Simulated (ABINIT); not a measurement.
**BaTiO3 (P4mm): G0W0 with ABINIT, start to end**

How does a plane-wave GW calculation on BaTiO3 (P4mm) run from the first input to the gap?

Calculated with ABINIT 10.8.3; PBE and many-body steps on it, plane waves.

**1. Starting point**

The structure is tetragonal, space group P4mm (No. 99). The conventional cell has a = 3.990 Å, b = 3.990 Å, c = 4.023 Å, α = 90.00°, β = 90.00°, γ = 90.00°. Nearest to Ba lie 12 O at 2.80 to 2.87 Å. Ti has 6 O at 1.84 to 2.18 Å nearest. Nearest to O lie 2 Ti at 1.84 to 2.18 Å and 4 Ba at 2.82 Å. Nearest to O lie 2 Ti at 2.00 Å and 4 Ba at 2.80 to 2.87 Å. Farther neighbours and most contacts between anions are not listed.

The cell and positions come from the Crystallography Open Database and are kept as given unless a step says otherwise. Spin-orbit coupling is left out unless a step names it.

**2. Ground state**

This step: ABINIT 10.8.3; DFT, PBE, plane waves, norm-conserving pseudopotentials.

The ground-state density comes first.

File run.abi:

```
acell 3*1.0 Angstrom
rprim 
  3.990480000000 0.000000000000 0.000000000000
  0.000000000000 3.990480000000 0.000000000000
  0.000000000000 0.000000000000 4.023030000000
ntypat 3
znucl 56 22 8
natom 5
typat 1 2 3 3 3
xred 
  0.000000000000 0.000000000000 0.000000000000
  0.500000000000 0.500000000000 0.522000000000
  0.500000000000 0.500000000000 0.979000000000
  0.500000000000 0.000000000000 0.488000000000
  0.000000000000 0.500000000000 0.488000000000
pp_dirpath "pseudos"
pseudos "Ba.upf, Ti.upf, O.upf"
ecut 38
ngkpt 6 6 6
nshiftk 1
shiftk 0 0 0
kptopt 1
chksymbreak 0
nband 26
occopt 1
tolvrs 1e-10
nstep 60
prtwf 0
optforces 0
optstress 0
indata_prefix "in"
outdata_prefix "out"
tmpdata_prefix "tmp"
```

On the command line:

```
OMP_NUM_THREADS=1 mpirun -n 4 abinit run.abi > log
```

Numbers of over 12 decimals in the logs are rounded to 6 here.

What it wrote:

```text
.Version 10.8.3 of ABINIT. v10.8.2 released Aug 2026.

 Symmetries : space group P4 m m (# 99); Bravais tP (primitive tetrag.)
================================================================================
 Values of the parameters that define the memory need of the present run
     intxc =       0    ionmov =       0      iscf =       7    lmnmax =       6
     lnmax =       6     mgfft =      45  mpssoang =       3    mqgrid =    3001
     natom =       5  nloc_mem =       1    nspden =       1   nspinor =       1
    nsppol =       1      nsym =       8    n1xccc =    2501    ntypat =       3
    occopt =       1   xclevel =       2
-    mband =          26        mffmem =           1         mkmem =          10
       mpw =        4860          nfft =       91125          nkpt =          40
================================================================================
  Rough estimation (10% accuracy) of disk space for files :
================================================================================

--------------------------------------------------------------------------------
------------- Echo of variables that govern the present computation ------------
--------------------------------------------------------------------------------
 -outvars: echo values of preprocessed input variables --------
            acell      1.8897261259E+00  1.8897261259E+00  1.8897261259E+00 Bohr

      chksymbreak           0
             ecut      3.80000000E+01 Hartree
-          fftalg         312

              ixc     -101130
              kpt      0.00000000E+00  0.00000000E+00  0.00000000E+00
                       1.66666667E-01  0.00000000E+00  0.00000000E+00
                       3.33333333E-01  0.00000000E+00  0.00000000E+00
                       5.00000000E-01  0.00000000E+00  0.00000000E+00
                       1.66666667E-01  1.66666667E-01  0.00000000E+00
                       3.33333333E-01  1.66666667E-01  0.00000000E+00
                       5.00000000E-01  1.66666667E-01  0.00000000E+00
                       3.33333333E-01  3.33333333E-01  0.00000000E+00
                       5.00000000E-01  3.33333333E-01  0.00000000E+00
   [... 29 further rows ...]
                       5.00000000E-01  3.33333333E-01  5.00000000E-01
                       5.00000000E-01  5.00000000E-01  5.00000000E-01
         kptrlatt        6    0    0      0    6    0      0    0    6
          kptrlen      4.52454859E+01
P           mkmem          10
            natom           5
            nband          26
            ngfft          45      45      45
             nkpt          40
            nstep          60
             nsym           8
           ntypat           3
              occ      2.000000  2.000000  2.000000  2.000000  2.000000  2.000000
                       2.000000  2.000000  2.000000  2.000000  2.000000  2.000000
                       2.000000  2.000000  2.000000  2.000000  2.000000  2.000000
                       2.000000  2.000000  0.000000  0.000000  0.000000  0.000000
                       0.000000  0.000000
        optforces           0
        optstress           0
            prtwf           0
            rprim      3.9904800000E+00  0.0000000000E+00  0.0000000000E+00
[...]
spgroup          99

           tolvrs      1.00000000E-10

             xred      0.0000000000E+00  0.0000000000E+00  0.0000000000E+00
[...]
znucl       56.00000   22.00000    8.00000

================================================================================

 chkinp: Checking input parameters for consistency.

================================================================================
== DATASET  1 ==================================================================
-   mpi_nproc: 4, omp_nthreads: 1 (-1 if OMP is not activated)

--- !DatasetInfo
iteration_state: {dtset: 1, }
dimensions: {natom: 5, nkpt: 40, mband: 26, nsppol: 1, nspinor: 1, nspden: 1, mpw: 4860, }
cutoff_energies: {ecut:  38.0, pawecutdg:  -1.0, }
electrons: {nelect:   4.00000000E+01, charge:   0.00000000E+00, occopt:   1.00000000E+00, tsmear:   1.00000000E-02, }

 Real(R)+Recip(G) space primitive vectors, cartesian coordinates (Bohr,Bohr^-1):
 R(1)=  7.5409143  0.0000000  0.0000000  G(1)=  0.1326099  0.0000000  0.0000000
 R(2)=  0.0000000  7.5409143  0.0000000  G(2)=  0.0000000  0.1326099  0.0000000
 R(3)=  0.0000000  0.0000000  7.6024249  G(3)=  0.0000000  0.0000000  0.1315370
 Unit cell volume ucvol=  4.3231485E+02 bohr^3
 Angles (23,13,12)=  9.00000000E+01  9.00000000E+01  9.00000000E+01 degrees

 getcut: wavevector=  0.0000  0.0000  0.0000  ngfft=  45  45  45
         ecut(hartree)=     38.000   => boxcut(ratio)=   2.08566

--- Pseudopotential description ------------------------------------------------
- Ba Generated using ONCVPSP code by D. R. Hamann
- 56.00000  10.00000  171031                  znucl, zion, pspdat
12 -101130 2 -1 1958                          pspcod,pspxc,lmax,lloc,mmax
     nproj     2     2     2
  pspatm : epsatm=   26.75150155
         --- l  ekb(1:nproj) -->
[...]
pspatm: atomic psp has been read  and splines computed

- Ti Generated using ONCVPSP code by D. R. Hamann
- 22.00000  12.00000  171031                  znucl, zion, pspdat
12 -101130 2 -1 1586                          pspcod,pspxc,lmax,lloc,mmax
     nproj     2     2     2
  pspatm : epsatm=   14.68144553
         --- l  ekb(1:nproj) -->
[...]
pspatm: atomic psp has been read  and splines computed

- O Generated using ONCVPSP code by D. R. Hamann
-  8.00000   6.00000  171031                  znucl, zion, pspdat
12 -101130 2 -1 936                           pspcod,pspxc,lmax,lloc,mmax
     nproj     2     2     1
  pspatm : epsatm=    6.19545534
         --- l  ekb(1:nproj) -->
[...]
2   -1.331955
 pspatm: atomic psp has been read  and splines computed

   2.40077252E+03                                ecore*ucvol(ha*bohr**3)
--------------------------------------------------------------------------------

_setup2: Arith. and geom. avg. npw (full set) are    4836.255    4836.244

================================================================================

--- !BeginCycle
iteration_state: {dtset: 1, }
solver: {iscf: 7, nstep: 60, nline: 4, wfoptalg: 0, }
tolerances: {tolvrs: 1.00E-10, }

     iter   Etot(hartree)      deltaE(h)  residm     vres2
 ETOT  1  -136.75115245054    -1.368E+02 9.889E-02 1.917E+03
 ETOT  2  -127.60723889614     9.144E+00 1.852E-01 3.435E+04
 ETOT  3  -137.29563922784    -9.688E+00 7.455E-02 5.199E+02
 ETOT  4  -137.31512178266    -1.948E-02 1.362E-02 3.335E+02
 ETOT  5  -137.36421187996    -4.909E-02 2.168E-02 1.042E+02
 ETOT  6  -137.37394325638    -9.731E-03 7.313E-03 5.701E+01
 ETOT  7  -137.38442774839    -1.048E-02 2.353E-02 6.831E+00
 ETOT  8  -137.38552180558    -1.094E-03 6.889E-03 1.562E+00
 ETOT  9  -137.38580460696    -2.828E-04 4.046E-03 2.471E-01
 ETOT 10  -137.38585632205    -5.172E-05 6.390E-03 4.527E-03
 ETOT 11  -137.38585726138    -9.393E-07 3.822E-03 5.973E-05
 ETOT 12  -137.38585727248    -1.110E-08 4.984E-03 2.485E-06
 ETOT 13  -137.38585727308    -6.034E-10 7.272E-03 9.587E-08
 ETOT 14  -137.38585727311    -2.134E-11 3.122E-03 1.977E-09
 ETOT 15  -137.38585727310     8.527E-13 1.865E-03 1.240E-10
 ETOT 16  -137.38585727311    -1.990E-12 2.941E-03 1.979E-12

 At SCF step   16       vres2   =  1.98E-12 < tolvrs=  1.00E-10 =>converged.

--- !ResultsGS
iteration_state: {dtset: 1, }
comment   : Summary of ground state results
lattice_vectors:
- [  7.5409143,   0.0000000,   0.0000000, ]
- [  0.0000000,   7.5409143,   0.0000000, ]
- [  0.0000000,   0.0000000,   7.6024249, ]
lattice_lengths: [   7.54091,    7.54091,    7.60242, ]
lattice_angles: [ 90.000,  90.000,  90.000, ] # degrees, (23, 13, 12)
lattice_volume:   4.3231485E+02
convergence: {deltae: -1.990E-12, res2:  1.979E-12, residm:  2.941E-03, diffor:  0.000E+00, }
etotal    :  -1.37385857E+02
entropy   :   0.00000000E+00
fermie    :   2.46877495E-01
cartesian_stress_tensor: null
pressure_GPa: null
xred      :
- [  0.0000E+00,   0.0000E+00,   0.0000E+00, Ba]
- [  5.0000E-01,   5.0000E-01,   5.2200E-01, Ti]
- [  5.0000E-01,   5.0000E-01,   9.7900E-01,  O]
- [  5.0000E-01,   0.0000E+00,   4.8800E-01,  O]
- [  0.0000E+00,   5.0000E-01,   4.8800E-01,  O]
cartesian_forces: null
force_length_stats: {min: null, max: null, mean: null, }

 Integrated electronic density in atomic spheres:
 ------------------------------------------------
 Atom  Sphere_radius  Integrated_density
[...]
================================================================================

 ----iterations are completed or convergence reached----

 Mean square residual over all n,k,spin=   12.653E-06; max=  29.414E-04
 reduced coordinates (array xred) for    5 atoms
       0.000000000000      0.000000000000      0.000000000000
       0.500000000000      0.500000000000      0.522000000000
       0.500000000000      0.500000000000      0.979000000000
       0.500000000000      0.000000000000      0.488000000000
       0.000000000000      0.500000000000      0.488000000000
 rms dE/dt=  0.0000E+00; max dE/dt=  0.0000E+00; dE/dt below (all hartree)
    1       0.000000000000      0.000000000000      0.000000000000
    2       0.000000000000      0.000000000000      0.000000000000
    3       0.000000000000      0.000000000000      0.000000000000
    4       0.000000000000      0.000000000000      0.000000000000
    5       0.000000000000      0.000000000000      0.000000000000

 cartesian coordinates (angstrom) at end:
    1      0.000000     0.000000     0.000000
    2      1.995240     1.995240     2.100022
    3      1.995240     1.995240     3.938546
    4      1.995240     0.000000     1.963239
    5      0.000000     1.995240     1.963239
 length scales=  1.889726125908  1.889726125908  1.889726125908 bohr
              =  1.000000000000  1.000000000000  1.000000000000 angstroms
 prteigrs : about to open file out_EIG
 Fermi (or HOMO) energy (hartree) =   0.24688   Average Vxc (hartree)=  -0.42067
 Eigenvalues (hartree) for nkpt=  40  k points:
 kpt#   1, nband= 26, wtk=  0.00463, kpt=  0.0000  0.0000  0.0000 (reduced coord)
  -1.82902   -0.95838   -0.95571   -0.95571   -0.66700   -0.37437   -0.35146   -0.34702
  -0.12184   -0.12184   -0.12179    0.15967    0.16067    0.16067    0.19522    0.19522
   0.20348    0.23045    0.23326    0.23326    0.31491    0.32841    0.32841    0.40096
   0.42300    0.43021
 prteigrs : prtvol=0 or 1, do not print more k-points.

--- !EnergyTerms
iteration_state     : {dtset: 1, }
comment             : Components of total free energy in Hartree
kinetic             :  6.27812113529143E+01
hartree             :  2.99537990853778E+01
xc                  : -2.80678646837878E+01
Ewald energy        : -1.03492580402229E+02
psp_core            :  5.55329650225250E+00
local_psp           : -1.00807849955632E+02
non_local_psp       : -3.30586917200179E+00
total_energy        : -1.37385857273107E+02
total_energy_eV     : -3.73845962699372E+03
band_energy         : -1.05725584379353E+01

== END DATASET(S) ==============================================================
================================================================================

 -outvars: echo values of variables after computation  --------
           etotal     -1.3738585727E+02
            nband          26
             nkpt          40
          spgroup          99
 [... the other variables as echoed above ...]

 Calculation completed.
```

It took 52 s on 4 MPI ranks of Intel Xeon 6975P-C (Granite Rapids), shared host; peak memory 0.42 GiB.

Numbers from this step:

```yaml
total_energy: -3738.4596 eV
gap: 1.851 eV
k_of_the_valence_top: 0.5, 0.5, 0.5
k_of_the_conduction_bottom: 0, 0, 0
least_direct_gap: 2.222 eV
```

The gap is indirect, with the least direct gap 0.37 eV higher.

(Continued in part 2 of 3.)

[Paths, hosts, dates, memory and timing lines, banners, echoed tables and standing remarks are left out of the program output.]

[Logs are printed without paths, hosts, clocks, repeated set-up lines and the standing remarks that a program may print on its own settings, such as how far it seeks lower states.]

[Runs of the session that timed out or met a known fault of the program may be left out.]

[Hosts, paths, dates, database ids (printed as entryN), source tags and the programs' standing remarks are cut or masked in the printed files.]

[G0W0 gaps are taken among the corrected bands and points alone; a level outside them can change the order at an edge.]

[Where Ansatz stands beside ABINIT at settings called matched, ABINIT's density can come from a denser mesh and the files from another edition; pairs whose starting gaps differed by over 0.03 eV were left out, so agreement reads better than it is.]
